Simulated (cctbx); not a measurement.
# A crystallographic session in cctbx: Ba2ErCo2CuS4O3

Library: cctbx 2025.11. The data are simulated by the first script.

## 1. Simulate the data

run.py:

```python
from cctbx import adptbx, crystal, miller, sgtbx, xray
from cctbx.array_family import flex
from iotbx.shelx import hklf
from scitbx import matrix
import scitbx.random

cs = crystal.symmetry(unit_cell=(4.326, 4.389, 12.896, 90, 90, 90), space_group_symbol='Hall: -P 2 2')  # Pmmm
atoms = [  # label, site, U (iso, or U11 U22 U33 U12 U13 U23 in A^2), occupancy
    ("Er1", (0.5, 0.5, 0.5), (0.0099, 0.0102, 0.0108, -0.0000, 0.0000, 0.0000), 1),
    ("Ba1", (0.5, 0.5, 0.8183), (0.0087, 0.0092, 0.0049, 0.0000, 0.0000, 0.0000), 1),
    ("Cu1", (0, 0, 0), (0.0149, 0.0101, 0.0163, 0.0000, 0.0000, 0.0000), 1),
    ("Co1", (0, 0, 0.6546), (0.0195, 0.0150, 0.0105, 0.0000, 0.0000, 0.0000), 1),
    ("S1", (0, 0, 0.8329), (0.0262, 0.0330, 0.0094, 0.0000, 0.0000, 0.0000), 1),
    ("S2", (0.5, 0, 0.6236), (0.0095, 0.0112, 0.0105, 0.0000, 0.0000, 0.0000), 1),
    ("O1", (0.5, 0, 0), (0.0203, 0.0181, 0.0187, -0.0000, 0.0000, 0.0000), 1),
    ("O2", (0, 0.5, 0.6213), (0.0199, 0.0176, 0.0175, 0.0000, 0.0000, 0.0000), 1),
]
xs = xray.structure(crystal_symmetry=cs)
for label, site, u, occ in atoms:
    u = adptbx.u_cif_as_u_star(cs.unit_cell(), u) if isinstance(u, tuple) else u
    xs.add_scatterer(xray.scatterer(label, site=site, u=u, occupancy=occ))
xs.set_inelastic_form_factors(1.3414, "sasaki")
xs.show_summary()
p1 = xs.expand_to_p1()
ms = miller.build_set(p1, anomalous_flag=True, d_min=0.83)
flex.set_random_seed(89688)
scitbx.random.set_random_seed(89688)
ms = ms.select(flex.random_double(ms.size()) < 0.8)
i = ms.structure_factors_from_scatterers(p1, algorithm="direct").f_calc().as_intensity_array().data()
i = i * 40000 / flex.max(i)
sig = flex.sqrt(i + flex.pow2(0.02 * i) + 8 ** 2)
noise = scitbx.random.variate(scitbx.random.normal_distribution())(i.size())
data = ms.array(data=i + sig * noise, sigmas=sig).set_observation_type_xray_intensity()
with open("data.hkl", "w") as f:
    data.export_as_shelx_hklf(f)
print("reflections written:", data.size(), " <I/sigma> = %.1f" % flex.mean(data.data() / data.sigmas()))
for h, a, b in list(data.sort("data"))[:12]:
    print("%4d%4d%4d %9.1f %7.1f" % (h + (a, b)))
```

```console
$ python run.py
```

```text
Number of scatterers: 8
At special positions: 8
Unit cell: (4.326, 4.389, 12.896, 90, 90, 90)
Space group: P m m m (No. 47)
reflections written: 1455  <I/sigma> = 22.6
  -2   0   0   40645.9   810.9
   0  -2   0   40398.9   824.7
   0   2   0   40033.1   824.7
   2   0   0   38502.2   810.9
   0   1   3   27091.7   555.5
   0  -1   3   26962.0   555.5
   0   1  -3   26728.0   555.5
   0  -1  -3   26499.2   555.5
   0   0  -6   25735.7   532.9
   0   0   6   25722.6   532.9
   2  -2   0   25716.2   537.6
  -2   2   0   25587.0   537.6
```

It took 0.24 s on 1 thread of Arm Neoverse V2, on a shared host, peak memory 0.07 GiB.

## 2. Refinement (right model, isotropic)

run.py:

```python
import math
from cctbx import adptbx, crystal, maptbx, sgtbx, xray
from cctbx.array_family import flex
from cctbx.xray import observations
from iotbx.shelx import hklf
from scitbx.lstbx import normal_eqns_solving
from smtbx import absolute_structure, utils
from smtbx.refinement import constraints, least_squares

cs = crystal.symmetry(unit_cell=(4.326, 4.389, 12.896, 90, 90, 90), space_group_symbol='Hall: -P 2 2')  # Pmmm
atoms = [  # label, site, U (iso, or U11 U22 U33 U12 U13 U23 in A^2), occupancy
    ("Er1", (0.5, 0.5, 0.5), 0.0200, 1),
    ("Ba1", (0.5, 0.5, 0.8175), 0.0200, 1),
    ("Cu1", (0, 0, 0), 0.0200, 1),
    ("Co1", (0, 0, 0.6539), 0.0200, 1),
    ("S1", (0, 0, 0.8283), 0.0200, 1),
    ("S2", (0.5, 0, 0.6272), 0.0200, 1),
    ("O1", (0.5, 0, 0), 0.0200, 1),
    ("O2", (0, 0.5, 0.6216), 0.0200, 1),
]
xs = xray.structure(crystal_symmetry=cs)
for label, site, u, occ in atoms:
    u = adptbx.u_cif_as_u_star(cs.unit_cell(), u) if isinstance(u, tuple) else u
    xs.add_scatterer(xray.scatterer(label, site=site, u=u, occupancy=occ))
xs.set_inelastic_form_factors(1.3414, "sasaki")
raw = hklf.reader(file_name="data.hkl").as_miller_arrays(crystal_symmetry=cs, anomalous=True)[0]
merged = raw.eliminate_sys_absent().merge_equivalents()
fo2 = merged.array().set_observation_type_xray_intensity()
print("Rint %.3f, %d unique reflections to %.2f A" % (merged.r_int(), fo2.size(), fo2.d_min()))
for sc in xs.scatterers():
    sc.flags.set_grad_site(True)
    sc.flags.set_grad_u_aniso(sc.flags.use_u_aniso())
    sc.flags.set_grad_u_iso(sc.flags.use_u_iso())
obs = fo2.as_xray_observations()
extra = {}
rep = constraints.reparametrisation(xs, [], utils.connectivity_table(xs), **extra)
ls = least_squares.crystallographic_ls(obs, rep, weighting_scheme=least_squares.mainstream_shelx_weighting(a=0, b=0))
print("cycle     R1     wR2    GooF  max shift (A)")
for cycle in range(8):
    ls.build_up()
    r1, wr2, goof = ls.r1_factor(cutoff_factor=2)[0], ls.wR2(), ls.goof()
    old = xs.sites_cart()
    normal_eqns_solving.levenberg_marquardt_iterations(ls, n_max_iterations=3, tau=1e-06, step_threshold=1e-7)
    big = flex.max((xs.sites_cart() - old).norms())
    print("%4d %7.4f %7.4f %7.3f %9.5f" % (cycle + 1, r1, wr2, goof, big))
    ls.build_up(objective_only=True)
    if abs(ls.wR2() - wr2) < 5e-5 and big < 5e-4:
        break
ls.build_up()
print("final R1 %.4f wR2 %.4f GooF %.3f  parameters %d  data/parameter %.1f" % (ls.r1_factor(cutoff_factor=2)[0], ls.wR2(), ls.goof(), ls.n_parameters, fo2.size() / ls.n_parameters))
cov = ls.covariance_matrix_and_annotations()
su = dict(zip(cov.annotations, (math.sqrt(max(v, 0)) for v in cov.matrix.matrix_packed_u_diagonal())))
a2 = cs.unit_cell().reciprocal_parameters()[0] ** -2
print("atom        x        y        z      Ueq    occ   su(xyz)  su(Uiso or U11)")
for sc in xs.scatterers():
    s = max(su.get(sc.label + k, 0) for k in (".x", ".y", ".z"))
    npd = "" if sc.is_positive_definite_u(cs.unit_cell()) else "  NPD"
    print("%-5s %8.5f %8.5f %8.5f %8.4f %6.3f %8.5f %7.4f%s" % ((sc.label,) + sc.site + (sc.u_iso_or_equiv(cs.unit_cell()), sc.occupancy, s, su.get(sc.label + ".uiso", su.get(sc.label + ".u11", 0) * a2), npd)))
fo = fo2.f_sq_as_f()
fc = fo.structure_factors_from_scatterers(xs, algorithm="direct").f_calc()
diff = fo.f_obs_minus_f_calc(1 / math.sqrt(ls.scale_factor()), fc).average_bijvoet_mates()
m = diff.fft_map(symmetry_flags=maptbx.use_space_group_symmetry, resolution_factor=0.25).apply_volume_scaling()
print("difference map: max %.2f min %.2f rms %.2f" % (m.statistics().max(), m.statistics().min(), m.statistics().sigma()))
peaks = m.peak_search(parameters=maptbx.peak_search_parameters(min_distance_sym_equiv=0.6, max_clusters=6)).all()
near = xs.closest_distances(peaks.sites(), distance_cutoff=4)
sps = cs.special_position_settings(min_distance_sym_equiv=0.5)
for k, (x, h) in enumerate(zip(peaks.sites(), peaks.heights())):
    ss = sps.site_symmetry(x)
    print("Q%-3d %7.4f %7.4f %7.4f %4d %7.2f  %.2f A from %s" % ((k + 1,) + tuple(t % 1 for t in ss.exact_site()) + (ss.multiplicity(), h, near.smallest_distances[k], xs.scatterers()[near.i_seqs[k]].label)))
```

```console
$ python run.py
```

```text
Rint 0.018, 310 unique reflections to 0.83 A
cycle     R1     wR2    GooF  max shift (A)
   1  0.1027  0.2346  12.996   0.06089
   2  0.0247  0.0602   3.338   0.00008
final R1 0.0247 wR2 0.0602 GooF 3.338  parameters 13  data/parameter 23.8
atom        x        y        z      Ueq    occ   su(xyz)  su(Uiso or U11)
Er1    0.50000  0.50000  0.50000   0.0104  1.000  0.00000  0.0003
Ba1    0.50000  0.50000  0.81834   0.0076  1.000  0.00005  0.0002
Cu1    0.00000  0.00000  0.00000   0.0132  1.000  0.00000  0.0005
Co1    0.00000  0.00000  0.65448   0.0145  1.000  0.00013  0.0004
S1     0.00000  0.00000  0.83303   0.0229  1.000  0.00025  0.0007
S2     0.50000  0.00000  0.62358   0.0108  1.000  0.00020  0.0005
O1     0.50000  0.00000  0.00000   0.0221  1.000  0.00000  0.0028
O2     0.00000  0.50000  0.62121   0.0182  1.000  0.00067  0.0018
difference map: max 1.70 min -2.78 rms 0.25
Q1    0.0000  0.1191  0.1692    4    1.73  0.52 A from S1
Q2    0.1243  0.0000  0.3422    4    1.54  0.54 A from Co1
Q3    0.5000  0.3783  0.1811    4    1.37  0.53 A from Ba1
Q4    0.3750  0.5000  0.1875    4    1.20  0.55 A from Ba1
Q5    0.1391  0.0000  0.0000    2    0.91  0.60 A from Cu1
Q6    0.0000  0.0000  0.2601    2    0.83  1.10 A from Co1
```

Time: 0.39 s.

Figures of merit this high mean that the model is still wrong or incomplete.

## 3. Refinement (right model, anisotropic)

run.py, as its changes from the last script of this kind:

```diff
@@ -12,8 +12,8 @@
-    ("Er1", (0.5, 0.5, 0.5), 0.0200, 1),
-    ("Ba1", (0.5, 0.5, 0.8175), 0.0200, 1),
-    ("Cu1", (0, 0, 0), 0.0200, 1),
-    ("Co1", (0, 0, 0.6539), 0.0200, 1),
-    ("S1", (0, 0, 0.8283), 0.0200, 1),
-    ("S2", (0.5, 0, 0.6272), 0.0200, 1),
-    ("O1", (0.5, 0, 0), 0.0200, 1),
-    ("O2", (0, 0.5, 0.6216), 0.0200, 1),
+    ("Er1", (0.5, 0.5, 0.5), 0.0104, 1),
+    ("Ba1", (0.5, 0.5, 0.81834), 0.0076, 1),
+    ("Cu1", (0, 0, 0), 0.0132, 1),
+    ("Co1", (0, 0, 0.65448), 0.0145, 1),
+    ("S1", (0, 0, 0.83303), 0.0229, 1),
+    ("S2", (0.5, 0, 0.62358), 0.0108, 1),
+    ("O1", (0.5, 0, 0), 0.0221, 1),
+    ("O2", (0, 0.5, 0.62121), 0.0182, 1),
@@ -25,0 +26 @@
+xs.convert_to_anisotropic()
```

```console
$ python run.py
```

```text
Rint 0.018, 310 unique reflections to 0.83 A
cycle     R1     wR2    GooF  max shift (A)
   1  0.0247  0.0603   3.433   0.00368
   2  0.0077  0.0172   0.982   0.00000
final R1 0.0077 wR2 0.0172 GooF 0.982  parameters 29  data/parameter 10.7
atom        x        y        z      Ueq    occ   su(xyz)  su(Uiso or U11)
Er1    0.50000  0.50000  0.50000   0.0104  1.000  0.00000  0.0001
Ba1    0.50000  0.50000  0.81832   0.0076  1.000  0.00001  0.0001
Cu1    0.00000  0.00000  0.00000   0.0141  1.000  0.00000  0.0004
Co1    0.00000  0.00000  0.65458   0.0149  1.000  0.00004  0.0003
S1     0.00000  0.00000  0.83295   0.0230  1.000  0.00007  0.0005
S2     0.50000  0.00000  0.62362   0.0107  1.000  0.00006  0.0004
O1     0.50000  0.00000  0.00000   0.0214  1.000  0.00000  0.0020
O2     0.00000  0.50000  0.62150   0.0186  1.000  0.00020  0.0013
difference map: max 0.38 min -0.49 rms 0.09
Q1    0.0000  0.5000  0.5000    1    0.38  1.57 A from O2
Q2    0.5000  0.1859  0.5000    2    0.37  1.38 A from Er1
Q3    0.0000  0.3384  0.0835    4    0.36  1.83 A from S1
Q4    0.0000  0.0000  0.0000    1    0.34  0.00 A from Cu1
Q5    0.3937  0.0000  0.2687    4    0.32  1.46 A from S2
Q6    0.0000  0.5000  0.4135    2    0.32  0.45 A from O2
```

Time: 0.37 s.

## 4. Refinement

run.py, as its changes from the last script of this kind:

```diff
@@ -25 +25 @@
-xs.set_inelastic_form_factors(1.3414, "sasaki")
+# no anomalous dispersion
@@ -40 +40 @@
-for cycle in range(8):
+for cycle in range(12):
```

```console
$ python run.py
```

```text
Rint 0.018, 310 unique reflections to 0.83 A
cycle     R1     wR2    GooF  max shift (A)
   1  0.1200  0.2827  16.103   0.00855
   2  0.0381  0.1097   6.249   0.00005
final R1 0.0381 wR2 0.1097 GooF 6.249  parameters 29  data/parameter 10.7
atom        x        y        z      Ueq    occ   su(xyz)  su(Uiso or U11)
Er1    0.50000  0.50000  0.50000   0.0218  1.000  0.00000  0.0010
Ba1    0.50000  0.50000  0.81839   0.0032  1.000  0.00009  0.0007
Cu1    0.00000  0.00000  0.00000   0.0202  1.000  0.00000  0.0025
Co1    0.00000  0.00000  0.65438   0.0114  1.000  0.00024  0.0017
S1     0.00000  0.00000  0.83274   0.0174  1.000  0.00042  0.0033
S2     0.50000  0.00000  0.62372   0.0050  1.000  0.00038  0.0023
O1     0.50000  0.00000  0.00000   0.0159  1.000  0.00000  0.0124
O2     0.00000  0.50000  0.62187   0.0131  1.000  0.00121  0.0083
difference map: max 3.90 min -4.09 rms 0.48
Q1    0.5000  0.5000  0.1877    2    3.90  0.08 A from Ba1
Q2    0.5000  0.0000  0.3783    2    1.81  0.03 A from S2
Q3    0.0000  0.0000  0.1378    2    1.62  0.38 A from S1
Q4    0.0833  0.0000  0.3261    4    1.24  0.44 A from Co1
Q5    0.0000  0.5000  0.1225    2    1.03  2.27 A from S1
Q6    0.0000  0.5000  0.3494    2    0.86  0.37 A from O2
```

Time: 0.39 s.

This run holds a fault made on purpose: anomalous dispersion left out.

## 5. Refinement

run.py, as its changes from the last script of this kind:

```diff
@@ -12,8 +12,8 @@
-    ("Er1", (0.5, 0.5, 0.5), 0.0104, 1),
-    ("Ba1", (0.5, 0.5, 0.81834), 0.0076, 1),
-    ("Cu1", (0, 0, 0), 0.0132, 1),
-    ("Co1", (0, 0, 0.65448), 0.0145, 1),
-    ("S1", (0, 0, 0.83303), 0.0229, 1),
-    ("S2", (0.5, 0, 0.62358), 0.0108, 1),
-    ("O1", (0.5, 0, 0), 0.0221, 1),
-    ("O2", (0, 0.5, 0.62121), 0.0182, 1),
+    ("Er1", (0.5, 0.5, 0.5), 0.0200, 1),
+    ("Ba1", (0.5, 0.5, 0.8189), 0.0200, 1),
+    ("Cu1", (0, 0, 0), 0.0200, 1),
+    ("Co1", (0, 0, 0.6547), 0.0200, 1),
+    ("S1", (0, 0, 0.8239), 0.0200, 1),
+    ("S2", (0.5, 0, 0.5617), 0.0200, 1),
+    ("O1", (0.5, 0, 0), 0.0200, 1),
+    ("O2", (0, 0.5, 0.6424), 0.0200, 1),
@@ -25,2 +25 @@
-# no anomalous dispersion
-xs.convert_to_anisotropic()
+xs.set_inelastic_form_factors(1.3414, "sasaki")
@@ -40 +39 @@
-for cycle in range(12):
+for cycle in range(10):
@@ -44 +43 @@
-    normal_eqns_solving.levenberg_marquardt_iterations(ls, n_max_iterations=3, tau=1e-06, step_threshold=1e-7)
+    normal_eqns_solving.levenberg_marquardt_iterations(ls, n_max_iterations=3, tau=0.0001, step_threshold=1e-7)
```

```console
$ python run.py
```

```text
Rint 0.018, 310 unique reflections to 0.83 A
cycle     R1     wR2    GooF  max shift (A)
   1  0.3019  0.6292  34.861   0.98354
   2  0.1677  0.3712  20.567   0.53092
   3  0.1683  0.3670  20.336   0.50281
   4  0.1570  0.3526  19.537   0.26720
   5  0.0594  0.1585   8.785   0.10979
   6  0.0247  0.0602   3.338   0.00003
final R1 0.0247 wR2 0.0602 GooF 3.338  parameters 13  data/parameter 23.8
atom        x        y        z      Ueq    occ   su(xyz)  su(Uiso or U11)
Er1    0.50000  0.50000  0.50000   0.0104  1.000  0.00000  0.0003
Ba1    0.50000  0.50000  0.81834   0.0076  1.000  0.00005  0.0002
Cu1    0.00000  0.00000  0.00000   0.0132  1.000  0.00000  0.0005
Co1    0.00000  0.00000  0.65448   0.0145  1.000  0.00013  0.0004
S1     0.00000  0.00000  0.83303   0.0229  1.000  0.00025  0.0007
S2     0.50000  0.00000  0.62358   0.0108  1.000  0.00020  0.0005
O1     0.50000  0.00000  0.00000   0.0221  1.000  0.00000  0.0028
O2     0.00000  0.50000  0.62121   0.0182  1.000  0.00067  0.0018
difference map: max 1.70 min -2.78 rms 0.25
Q1    0.0000  0.1191  0.1692    4    1.73  0.52 A from S1
Q2    0.1243  0.0000  0.3422    4    1.54  0.54 A from Co1
Q3    0.5000  0.3783  0.1811    4    1.37  0.53 A from Ba1
Q4    0.3750  0.5000  0.1875    4    1.20  0.55 A from Ba1
Q5    0.1391  0.0000  0.0000    2    0.91  0.60 A from Cu1
Q6    0.0000  0.0000  0.2601    2    0.83  1.10 A from Co1
```

Time: 0.58 s.

This run holds a fault made on purpose: start far from the minimum.

## 6. Refinement

run.py, as its changes from the last script of this kind:

```diff
@@ -12,8 +12,7 @@
-    ("Er1", (0.5, 0.5, 0.5), 0.0200, 1),
-    ("Ba1", (0.5, 0.5, 0.8189), 0.0200, 1),
-    ("Cu1", (0, 0, 0), 0.0200, 1),
-    ("Co1", (0, 0, 0.6547), 0.0200, 1),
-    ("S1", (0, 0, 0.8239), 0.0200, 1),
-    ("S2", (0.5, 0, 0.5617), 0.0200, 1),
-    ("O1", (0.5, 0, 0), 0.0200, 1),
-    ("O2", (0, 0.5, 0.6424), 0.0200, 1),
+    ("Er1", (0.5, 0.5, 0.5), 0.0104, 1),
+    ("Ba1", (0.5, 0.5, 0.81834), 0.0076, 1),
+    ("Cu1", (0, 0, 0), 0.0132, 1),
+    ("Co1", (0, 0, 0.65448), 0.0145, 1),
+    ("S1", (0, 0, 0.83303), 0.0229, 1),
+    ("S2", (0.5, 0, 0.62358), 0.0108, 1),
+    ("O1", (0.5, 0, 0), 0.0221, 1),
@@ -25,0 +25 @@
+xs.convert_to_anisotropic()
@@ -39 +39 @@
-for cycle in range(10):
+for cycle in range(12):
@@ -43 +43 @@
-    normal_eqns_solving.levenberg_marquardt_iterations(ls, n_max_iterations=3, tau=0.0001, step_threshold=1e-7)
+    normal_eqns_solving.levenberg_marquardt_iterations(ls, n_max_iterations=3, tau=1e-06, step_threshold=1e-7)
```

```console
$ python run.py
```

```text
Rint 0.018, 310 unique reflections to 0.83 A
cycle     R1     wR2    GooF  max shift (A)
   1  0.0703  0.1671   9.452   0.01014
   2  0.0658  0.1527   8.639   0.00003
final R1 0.0658 wR2 0.1527 GooF 8.639  parameters 25  data/parameter 12.4
atom        x        y        z      Ueq    occ   su(xyz)  su(Uiso or U11)
Er1    0.50000  0.50000  0.50000   0.0088  1.000  0.00000  0.0014
Ba1    0.50000  0.50000  0.81826   0.0066  1.000  0.00012  0.0010
Cu1    0.00000  0.00000  0.00000   0.0113  1.000  0.00000  0.0035
Co1    0.00000  0.00000  0.65461   0.0140  1.000  0.00033  0.0026
S1     0.00000  0.00000  0.83225   0.0232  1.000  0.00057  0.0049
S2     0.50000  0.00000  0.62394   0.0102  1.000  0.00051  0.0036
O1     0.50000  0.00000  0.00000   0.0134  1.000  0.00000  0.0143
difference map: max 15.63 min -0.79 rms 0.64
Q1    0.0000  0.5000  0.3791    2   15.80  2.24 A from Co1
Q2    0.5000  0.5000  0.1817    2    2.57  0.00 A from Ba1
Q3    0.5000  0.5000  0.5000    1    1.97  0.00 A from Er1
Q4    0.0000  0.0000  0.1523    2    1.44  0.20 A from S1
Q5    0.5000  0.0000  0.3884    2    1.37  0.16 A from S2
Q6    0.0000  0.0000  0.3556    2    1.01  0.13 A from Co1
```

Run time: 0.4 s on 1 thread of Arm Neoverse V2, with other jobs on the host, peak memory 0.09 GiB.

This run holds a fault made on purpose: atom left out: O2.

[Logs are printed without paths, hosts, clocks, repeated set-up lines and the standing remarks that a program may print on its own settings, such as how far it seeks lower states.]
